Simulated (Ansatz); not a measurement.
**Al2O2 bilayer (AA') in a perpendicular field**

Wanted: the out-of-plane response of the Al2O2 bilayer (AA'). A positive field points along +c.

Main program and level: Ansatz 0.2.0; plane-wave DFT, PBE-D4, Ansatz PAW, in the first sound run; inputs show where later runs differ.

## 1. Set-up

The cell holds 8 atoms: 4 O and 4 Al. Its edges and angles: a = 2.964 Å, b = 2.964 Å, c = 53.042 Å, α = 90.0°, β = 90.0°, γ = 120.0°. Regions: layer 1: Al2O2, 4 atoms (2 O and 2 Al); layer 2: Al2O2, 4 atoms (2 O and 2 Al). Vacuum lies along c.

## 2. Relaxing the slab

The starting cell is a guess, so the in-plane lattice and the atoms are relaxed first, with the slab cut off from its images along the normal.

The input, input.yaml:

```yaml
crystal:
  lattice:
    - [2.964, 0.0, 0.0]
    - [-1.482, 2.5668992968, 0.0]
    - [0.0, 0.0, 53.0422852694]
  atoms:
    - { symbol: O, position: [0.3333333333, 0.6666666667, 0.3959105437] }
    - { symbol: Al, position: [0.0, 0.0, 0.4114749432] }
    - { symbol: Al, position: [0.0, 0.0, 0.4570989201] }
    - { symbol: O, position: [0.3333333333, 0.6666666667, 0.4726633196] }
    - { symbol: O, position: [0.0, 0.0, 0.5273366804] }
    - { symbol: Al, position: [0.3333333333, 0.6666666667, 0.5429010799] }
    - { symbol: Al, position: [0.3333333333, 0.6666666667, 0.5885250568] }
    - { symbol: O, position: [0.0, 0.0, 0.6040894563] }
  periodic: [true, true, false]
kpoints:
  mp_grid: { grid: [12, 12, 1] }
hamiltonian:
  xc: pbe
  dispersion: d4
scf:
  occupations: { method: fermi_dirac, width: 0.05 }
  convergence: { dr2_threshold: 1.0e-09 }
relax:
  f_tol: 0.004
  max_steps: 90
  cell: {}
output:
  write_potential: true
  write_density: true
  volumetric_format: npy
```

Run with:

```console
$ ansatz run input.yaml --threads 4 --pin off --max-ram 6144MiB --backend cpu --events-out ev --progress --plain --runs-dir out
```

Numbers of over 12 decimals in the logs are rounded to 6 here.

The log of the run:

```text
Warning: relax.cell: scf.convergence.dr2_threshold = 1e-9 eV is looser than the 1.80677544217e-10 eV advised for a relaxation that steers and ends on the stress (1e-10 eV for each atom of the cell: 8, times the square of relax.cell.stress_2d_tol = 0.05 N/m over 21.0 Å (the atoms' height at the walk's start and 5 Å past either face), 2.376e-2 GPa, over a crystal's default 0.05). What an SCF threshold leaves in a stress goes as its square root, and in the free energy as the threshold itself, and one threshold admits the most on a small cell: [figures from the program's tests cut] Set scf.convergence.dr2_threshold to 1.80677544217e-10 eV or tighter. [rest of the remark cut]
Engine: ansatz 0.2.0, x86_64-unknown-linux-gnu
Pseudopotentials: kind: paw
Pseudopotential: O, paw, valence charge 6, recommended cutoff 420 eV (normal), O.paw.azcp
Pseudopotential: Al, paw, valence charge 3, recommended cutoff 420 eV (normal), Al.paw.azcp
Functional definition: PBE
  parameter kappa = 0.804
  parameter beta = 0.066725
  exchange = pbe_x(kappa = kappa, mu = beta*pi^2/3)
  correlation = pbe_c(beta = beta)
Crystal: 8 atoms, lattice volume = 403.561 Å³
Basis set: ecut = 420 eV, 7749 PW (Γ), exchange–correlation on 40×40×720 points (8 copies of the dense FFT grid, shifted against one another)
Bands: 26, of which v1, the nominal top of the filled ones, is band 18 counted from 1 (17 counted from 0)
Symmetry: 12 space group operations
Space group: P-3m1 (ITA 164), of the structure as read, at distance tolerance 7.4e-5 Å
k-points: 19 of 144
Non-local potential: O, projectors of the file, l = 0: 2, l = 1: 2, l = 2: 1
Non-local potential: Al, projectors of the file, l = 0: 2, l = 1: 2, l = 2: 1
PAW form: soft (Blöchl's): semilocal exchange-correlation on the pseudo side does not see the compensation charge
PAW one-centre angular grid: O, 110 points (default); XC on 64 Gauss nodes
PAW one-centre angular grid: Al, 110 points (default); XC on 64 Gauss nodes
Initial density: superposition of atomic densities (neutral atoms: chi_scale 0, normalization atom), corrected by the library's trained network
Initial wavefunctions: pseudopotential atomic-orbital guess
Functional: x = pbe(κ = 0.804, μ = 0.219515), c = pbe(β = 0.066725)
SCF iter   1: F=—  HF=-4428.357665 eV  |F-HF|=—  |Δ(HF+E_count)|=         —  Δρ=3.81e-3  dr2=5.91e-2  ethr=1.77e-3  ⟨swp⟩=13.9  Hψ=4390  notcnv=0  defer=12
preconditioner: auto → Resta (q_TF=auto, 1.824 Å⁻¹)  ε∞=1.7  [insulator: Δε(μ)=1.497 eV  Ē_g=12.842 eV  σ=0.050 eV  W_gap=1.00  n_scr=30 (ndim 8)  ℏωp=11.1 eV  f_vac=0.728  D(μ)=0.00/eV (n_scr^D=0)  ε∞_Penn≈1.7  vacuum switching on, ρ_ref=1.2e-2 e/Å³]
SCF iter   2: F=—  HF=-4428.354466 eV  |F-HF|=—  |Δ(HF+E_count)|=   3.20e-3  Δρ=2.42e-3  dr2=2.76e-2  ethr=1.64e-4  ⟨swp⟩=4.3  Hψ=1425  notcnv=0  defer=58
SCF iter   3: F=—  HF=-4428.350335 eV  |F-HF|=—  |Δ(HF+E_count)|=   4.13e-3  Δρ=9.37e-4  dr2=2.89e-3  ethr=7.65e-5  ⟨swp⟩=2.8  Hψ=786  notcnv=0  defer=58
SCF iter   4: F=—  HF=-4428.351992 eV  |F-HF|=—  |Δ(HF+E_count)|=   1.66e-3  Δρ=6.16e-4  dr2=2.31e-3  ethr=8.03e-6  ⟨swp⟩=3.8  Hψ=1089  notcnv=0  defer=58
SCF iter   5: F=—  HF=-4428.351946 eV  |F-HF|=—  |Δ(HF+E_count)|=   4.62e-5  Δρ=7.70e-5  dr2=2.50e-5  ethr=6.41e-6  ⟨swp⟩=2.9  Hψ=797  notcnv=0  defer=57
SCF iter   6: F=—  HF=-4428.351986 eV  |F-HF|=—  |Δ(HF+E_count)|=   4.08e-5  Δρ=5.88e-5  dr2=1.20e-5  ethr=6.95e-8  ⟨swp⟩=3.9  Hψ=1297  notcnv=0  defer=57
SCF iter   7: F=—  HF=-4428.351992 eV  |F-HF|=—  |Δ(HF+E_count)|=   6.05e-6  Δρ=1.01e-5  dr2=3.93e-7  ethr=3.34e-8  ⟨swp⟩=2.5  Hψ=818  notcnv=0  defer=57
SCF iter   8: F=—  HF=-4428.352005 eV  |F-HF|=—  |Δ(HF+E_count)|=   1.23e-5  Δρ=2.33e-6  dr2=2.13e-8  ethr=1.09e-9  ⟨swp⟩=3.4  Hψ=1105  notcnv=0  defer=57
SCF iter   9: F=-4428.352005 eV  HF=-4428.352005 eV  |F-HF|=4.30e-9  |Δ(HF+E_count)|=   9.45e-8  Δρ=3.65e-7  dr2=3.68e-10  ethr=2.78e-12  ⟨swp⟩=9.8  Hψ=4198  notcnv=0
SCF 1 converged in 9 iterations: F = -4428.352005 eV  dr2 = 3.68e-10
  greatest PAW one-centre occupation: 0.864 electrons in one spin orbital (limit 2), on the O atom at site 4 (counted from 0), in its partial waves of l = 0
relax step   1: F+E_penalty+E_count = -4428.35200485 eV  Δ(F+E_penalty+E_count) = +0.000e0 eV  max|allowed force component| = 3.771e0 eV/Å  Δτ_max = 0.0000 Å  P = -11.857 N/m  Ω = 403.561 Å³  fix = [c, alpha, beta]  reactions: c +0.000 N/m  (9 SCF iters, accepted)
Crystal: 8 atoms, lattice volume = 418.445 Å³
Basis set: ecut = 420 eV, 8013 PW (Γ), exchange–correlation on 40×40×720 points (8 copies of the dense FFT grid, shifted against one another)
Initial density: handed on by an earlier stage of this run
Initial wavefunctions: those handed on with the density
iter 1 solved again at ethr=1.24e-3 eV; its pass at ethr=3.10e-3 eV (dr2=4.45e-1 eV) is discarded
SCF iter   1: F=—  HF=-4429.321643 eV  |F-HF|=—  |Δ(HF+E_count)|=         —  Δρ=9.41e-3  dr2=4.44e-1  ethr=1.24e-3  ⟨swp⟩=2.3  Hψ=3992  notcnv=0
preconditioner: auto → Resta (q_TF=auto, 1.813 Å⁻¹)  ε∞=1.7  [insulator: Δε(μ)=1.465 eV  Ē_g=13.203 eV  σ=0.050 eV  W_gap=1.00  n_scr=30 (ndim 8)  ℏωp=10.9 eV  f_vac=0.736  D(μ)=0.00/eV (n_scr^D=0)  ε∞_Penn≈1.7  vacuum switching on, ρ_ref=1.3e-2 e/Å³]
SCF iter   2: F=—  HF=-4429.196381 eV  |F-HF|=—  |Δ(HF+E_count)|=   1.25e-1  Δρ=4.35e-3  dr2=5.25e-2  ethr=1.23e-3  ⟨swp⟩=3.7  Hψ=1283  notcnv=0  defer=18
SCF iter   3: F=—  HF=-4429.195752 eV  |F-HF|=—  |Δ(HF+E_count)|=   6.29e-4  Δρ=1.38e-3  dr2=8.67e-3  ethr=1.46e-4  ⟨swp⟩=3.4  Hψ=1184  notcnv=0  defer=50
SCF iter   4: F=—  HF=-4429.197336 eV  |F-HF|=—  |Δ(HF+E_count)|=   1.58e-3  Δρ=1.38e-3  dr2=1.37e-2  ethr=2.41e-5  ⟨swp⟩=2.7  Hψ=995  notcnv=0  defer=50
SCF iter   5: F=—  HF=-4429.195303 eV  |F-HF|=—  |Δ(HF+E_count)|=   2.03e-3  Δρ=1.27e-4  dr2=6.29e-5  ethr=2.41e-5  ⟨swp⟩=3.2  Hψ=919  notcnv=0  defer=50
SCF iter   6: F=—  HF=-4429.195442 eV  |F-HF|=—  |Δ(HF+E_count)|=   1.39e-4  Δρ=1.00e-4  dr2=2.77e-5  ethr=1.75e-7  ⟨swp⟩=3.2  Hψ=1142  notcnv=0  defer=50
SCF iter   7: F=—  HF=-4429.195433 eV  |F-HF|=—  |Δ(HF+E_count)|=   8.72e-6  Δρ=3.07e-5  dr2=2.71e-6  ethr=7.69e-8  ⟨swp⟩=2.8  Hψ=868  notcnv=0  defer=50
SCF iter   8: F=—  HF=-4429.195451 eV  |F-HF|=—  |Δ(HF+E_count)|=   1.83e-5  Δρ=3.55e-6  dr2=8.07e-8  ethr=7.53e-9  ⟨swp⟩=3.0  Hψ=985  notcnv=0  defer=51
SCF iter   9: F=—  HF=-4429.195451 eV  |F-HF|=—  |Δ(HF+E_count)|=   3.85e-9  Δρ=2.31e-6  dr2=1.80e-8  ethr=2.24e-10  ⟨swp⟩=3.3  Hψ=1026  notcnv=0  defer=51
SCF iter  10: F=-4429.195451 eV  HF=-4429.195451 eV  |F-HF|=5.73e-11  |Δ(HF+E_count)|=   4.88e-9  Δρ=5.23e-7  dr2=7.91e-10  ethr=2.78e-12  ⟨swp⟩=9.5  Hψ=3974  notcnv=0
[...]
relax step   4: F+E_penalty+E_count = -4429.41084401 eV  Δ(F+E_penalty+E_count) = -2.438e-2 eV  max|allowed force component| = 1.029e-1 eV/Å  Δτ_max = 0.0454 Å  P = +0.136 N/m  Ω = 401.639 Å³  energy of the carried Pulay correction = +1.541e-3 eV  fix = [c, alpha, beta]  reactions: c +0.000 N/m  (9 SCF iters, accepted)
[...]
relax step   5: F+E_penalty+E_count = -4429.41186859 eV  Δ(F+E_penalty+E_count) = -1.025e-3 eV  max|allowed force component| = 8.660e-3 eV/Å  Δτ_max = 0.0202 Å  P = +0.113 N/m  Ω = 401.274 Å³  energy of the carried Pulay correction = +1.834e-3 eV  fix = [c, alpha, beta]  reactions: c +0.000 N/m  (9 SCF iters, accepted)
[...]
relax step   6: F+E_penalty+E_count = -4429.41184124 eV  Δ(F+E_penalty+E_count) = +2.735e-5 eV  max|allowed force component| = 3.247e-3 eV/Å  Δτ_max = 0.0097 Å  P = -0.045 N/m  Ω = 401.411 Å³  energy of the carried Pulay correction = +1.724e-3 eV  fix = [c, alpha, beta]  reactions: c -0.000 N/m  (8 SCF iters, accepted)
[...]
relax step   7: F+E_penalty+E_count = -4429.41034230 eV  Δ(F+E_penalty+E_count) = +1.499e-3 eV  max|allowed force component| = 3.355e-3 eV/Å  Δτ_max = 0.0000 Å  P = -0.126 N/m  Ω = 401.411 Å³  fix = [c, alpha, beta]  reactions: c -0.000 N/m  stress off target by 1.26e-1 N/m on what of the cell is left free  SCF on the basis re-selected at this cell (its energy is not comparable with the rows above)  (5 SCF iters)
[...]
relax step   8: F+E_penalty+E_count = -4429.41048928 eV  Δ(F+E_penalty+E_count) = -1.470e-4 eV  max|allowed force component| = 6.480e-4 eV/Å  Δτ_max = 0.0005 Å  P = -0.003 N/m  Ω = 401.236 Å³  energy of the carried Pulay correction = +1.336e-4 eV  fix = [c, alpha, beta]  reactions: c -0.000 N/m  (6 SCF iters, accepted)
iter 1 solved again at ethr=3.88e-7 eV; its pass at ethr=3.10e-3 eV (dr2=1.40e-4 eV) is discarded
SCF iter   1: F=—  HF=-4429.410209 eV  |F-HF|=—  |Δ(HF+E_count)|=         —  Δρ=2.99e-6  dr2=2.31e-8  ethr=3.88e-7  ⟨swp⟩=5.8  Hψ=6431  notcnv=0
eigensolver tolerance schedule: the retry pair's looser diagonalisation over-reported the residual by 6060.48 of it (diagonalisation noise at 3.15 of the residual, at the tolerance the schedule requests for it); recorded, not acted on — ethr = c·dr2/N_el stays at c = 1.0e-1
preconditioner: auto → Resta (q_TF=auto, 1.825 Å⁻¹)  ε∞=1.7  [insulator: Δε(μ)=1.170 eV  Ē_g=13.688 eV  σ=0.050 eV  W_gap=1.00  n_scr=30 (ndim 8)  ℏωp=11.1 eV  f_vac=0.740  D(μ)=0.00/eV (n_scr^D=0)  ε∞_Penn≈1.7  vacuum switching on, ρ_ref=1.4e-2 e/Å³]
SCF iter   2: F=—  HF=-4429.410308 eV  |F-HF|=—  |Δ(HF+E_count)|=   9.96e-5  Δρ=1.80e-6  dr2=2.62e-8  ethr=6.40e-11  ⟨swp⟩=5.2  Hψ=1606  notcnv=0
SCF iter   3: F=—  HF=-4429.410308 eV  |F-HF|=—  |Δ(HF+E_count)|=   3.48e-9  Δρ=1.08e-6  dr2=2.11e-9  ethr=6.40e-11  ⟨swp⟩=1.6  Hψ=515  notcnv=0
SCF iter   4: F=-4429.410308 eV  HF=-4429.410308 eV  |F-HF|=6.73e-11  |Δ(HF+E_count)|=  7.48e-10  Δρ=5.44e-7  dr2=6.80e-10  ethr=2.78e-12  ⟨swp⟩=19.5  Hψ=4434  notcnv=0
SCF 9 converged in 4 iterations: F = -4429.410308 eV  dr2 = 6.80e-10
relax step   9: F+E_penalty+E_count = -4429.41030812 eV  Δ(F+E_penalty+E_count) = +1.812e-4 eV  max|allowed force component| = 6.561e-4 eV/Å  Δτ_max = 0.0000 Å  P = -0.005 N/m  Ω = 401.236 Å³  fix = [c, alpha, beta]  reactions: c -0.000 N/m  stress off target by 5.11e-3 N/m on what of the cell is left free  SCF on the basis re-selected at this cell (its energy is not comparable with the rows above)  (4 SCF iters)
basis re-selected at this cell: Δ(F+E_penalty+E_count) = +1.812e-4 eV, ΔP = -0.002 N/m vs the last step (what re-selecting the basis moved, of the pressure what is left beyond the Pulay correction that the steps carried, after the strain that the cell walked since its last selection, with what the two solves' SCF thresholds leave and, on support functions, any second-order correction that the steps lacked; it is no m [...]
WARN: The output density's exchange-correlation potential varies sharply where the density is thin. Do not read a vacuum level from v_tot or v_xc, or from such a field of the output density. On a cell that repeats whose density bears no net charge and no dipole along the vacuum's axis use v_es (v_loc + v_h of the components); under efield.dipole_correction with no amplitude use v_es + v_field, which holds any externa [...]
SCF converged after 4 iterations
Free energy (F): -4429.410308 eV
Harris-Foulkes:  -4429.410308 eV  (|F-HF|=6.73e-11)
Internal energy: -4429.410308 eV  (E = F + TS)
E sigma→0 (E₀):  -4429.410308 eV
Entropy (-TS):   -0.000001 eV (-0.000 meV/atom)
Fermi energy:    -4.343641 eV
--- Per-component energies (eV) ---
  E_band       = -485.156651
  E_kinetic    = 808.472150
  E_local      = -141016.425718  (includes V_loc(G=0)·N_el)
  E_nonlocal   = 232.024172
  E_hartree    = 70074.098121
  E_xc         = -457.863364
  E_vxc        = -497.327542  (∫ρ·V_xc dr)
  E_paw        = -2504.151150  (= ΣΔE_a)
  E_vpaw       = -160.103310  (= ΣTr[D̂ρ^β])
  E_aug_tail   = 0.009991  (compensation charges beyond the density's cutoff)
  E_ewald      = 68436.018038
  E_disp       = -1.592547  (pairwise vdW)
  E_smearing   = -0.000001  (= −TS)
  E_closure    = -0.000000  (closes the sum)
  Σ components = -4429.410308   (vs F -4429.410308, Δ=0.00e0)
--- Forces (eV/Å), atoms counted from 1 ---
  atom   1  O      0.00000000     0.00000000    -0.00010472
  atom   2  Al    -0.00000000    -0.00000000    -0.00033560
  atom   3  Al    -0.00000000    -0.00000000    -0.00020513
  atom   4  O      0.00000000     0.00000000     0.00065607
  atom   5  O     -0.00000000    -0.00000000    -0.00065607
  atom   6  Al    -0.00000000     0.00000000     0.00020513
  atom   7  Al     0.00000000     0.00000000     0.00033560
  atom   8  O     -0.00000000    -0.00000000     0.00010472
  max |Σ_I F_I| component: 1.11e-16 eV/Å
--- 2D stress c σ (N/m, compression-positive) ---
       -0.005106      -0.000000      -0.000000
       -0.000000      -0.005106      -0.000000
       -0.000000      -0.000000      -0.000000
  P = ½ c Tr σ = -0.0051 N/m
--- Band table (eV; the first three rows and the last of 19) ---
  k-point 0: bands = [... 14 lower, -9.4710, -9.4710, -7.6604, -6.9793, -3.3158, -2.7683, -0.9094, -0.6145, ... 4 higher]
  k-point 1: bands = [... 14 lower, -9.5200, -9.5191, -7.4487, -6.8720, -2.9681, -2.4695, -0.7118, -0.4236, ... 4 higher]
  k-point 2: bands = [... 14 lower, -9.6487, -9.6470, -7.0571, -6.6616, -2.1485, -1.7641, -0.2440, 0.0224, ... 4 higher]
  k-point 18: bands = [... 14 lower, -9.1060, -9.1060, -4.9353, -4.9353, -3.5003, -3.4345, -0.5347, -0.5347, ... 4 higher]
  the weakly bound empty levels are not read free of the cell's end (no_gap_told)
--- Relaxed structure (7 steps of the walk, 7 accepted, 2 SCFs on fresh bases) ---
  F+E_penalty+E_count = -4429.41030812 eV   max|allowed force component| = 6.561e-4 eV/Å   (the final SCF, on the basis selected at the relaxed cell)
  cell:  # Å, volume = 401.2358 Å³
    - [2.955449, 0, 0]
    - [-1.477724, 2.559494, 0]
    - [0, 0, 53.0422852694]
  atoms:
    - { symbol: O, position: [0.333333, 0.666667, 0.402160] }
    - { symbol: Al, position: [9.251858539620035e-18, -5.088522196306341e-17, 0.414660] }
    - { symbol: Al, position: [9.251858539620039e-18, -5.0885221963063406e-17, 0.463747] }
    - { symbol: O, position: [0.333333, 0.666667, 0.476060] }
    - { symbol: O, position: [9.25185853962003e-18, -5.0885221963063424e-17, 0.523940] }
    - { symbol: Al, position: [0.333333, 0.666667, 0.536253] }
    - { symbol: Al, position: [0.333333, 0.666667, 0.585340] }
    - { symbol: O, position: [9.251858539620017e-18, -5.0885221963063424e-17, 0.597840] }
```

Run time: 30 s. Hardware: 4 threads of Intel Xeon Platinum 8488C (Sapphire Rapids), shared host; peak memory 0.86 GiB; 1.9 min of CPU time.

Step by step:

| step | energy less that of the first step (eV) | largest force component (eV/Å) | volume (Å³) |
| --- | --- | --- | --- |
| 1 | 0.0000 | 3.7706 | 403.56 |
| 2 | -0.8434 | 0.8108 | 418.45 |
| 3 | -1.0345 | 0.2612 | 407.62 |
| 4 | -1.0588 | 0.1029 | 401.64 |
| 5 | -1.0599 | 0.0087 | 401.27 |
| 6 | -1.0598 | 0.0032 | 401.41 |
| 7* | -1.0583 | 0.0034 | 401.41 |
| 8 | -1.0585 | 0.0006 | 401.24 |
| 9* | -1.0583 | 0.0007 | 401.24 |

Relaxation steps marked * repeat the geometry before them on a plane-wave basis chosen anew for their cell, so energy and pressure can jump there.

The run keeps the 12 symmetry operations that it works with, so distortions that break them were not tested.

| cell as run | before | after | change |
| --- | --- | --- | --- |
| a (Å) | 2.964 | 2.955 | -0.3 % |
| b (Å) | 2.964 | 2.955 | -0.3 % |

The atoms that moved most (Å, along periodic axes as changes of fractional coordinates times the final cell, across vacuum about the mean position):

| atom | dx | dy | dz | length |
| --- | --- | --- | --- | --- |
| Al6 | 0.000 | 0.000 | -0.353 | 0.353 |
| Al3 | 0.000 | 0.000 | 0.353 | 0.353 |
| O1 | 0.000 | 0.000 | 0.331 | 0.331 |
| O8 | 0.000 | 0.000 | -0.331 | 0.331 |
| O4 | 0.000 | 0.000 | 0.180 | 0.180 |
| O5 | 0.000 | 0.000 | -0.180 | 0.180 |
| Al7 | 0.000 | 0.000 | -0.169 | 0.169 |
| Al2 | 0.000 | 0.000 | 0.169 | 0.169 |

The lattice constant a goes from 2.964 to 2.955 Å.

(Part 1 of 4 ends here.)

[Logs are printed without paths, hosts, clocks, repeated set-up lines and the standing remarks that a program may print on its own settings, such as how far it seeks lower states.]

[Hosts, paths, dates, database ids (printed as entryN), source tags and the programs' standing remarks are cut or masked in the printed files.]

[Maps of the electrostatic potential energy from Ansatz leave out the sawtooth potential of an applied field or a dipole correction, so their vacuum need not be flat; planar profiles and work functions include it.]
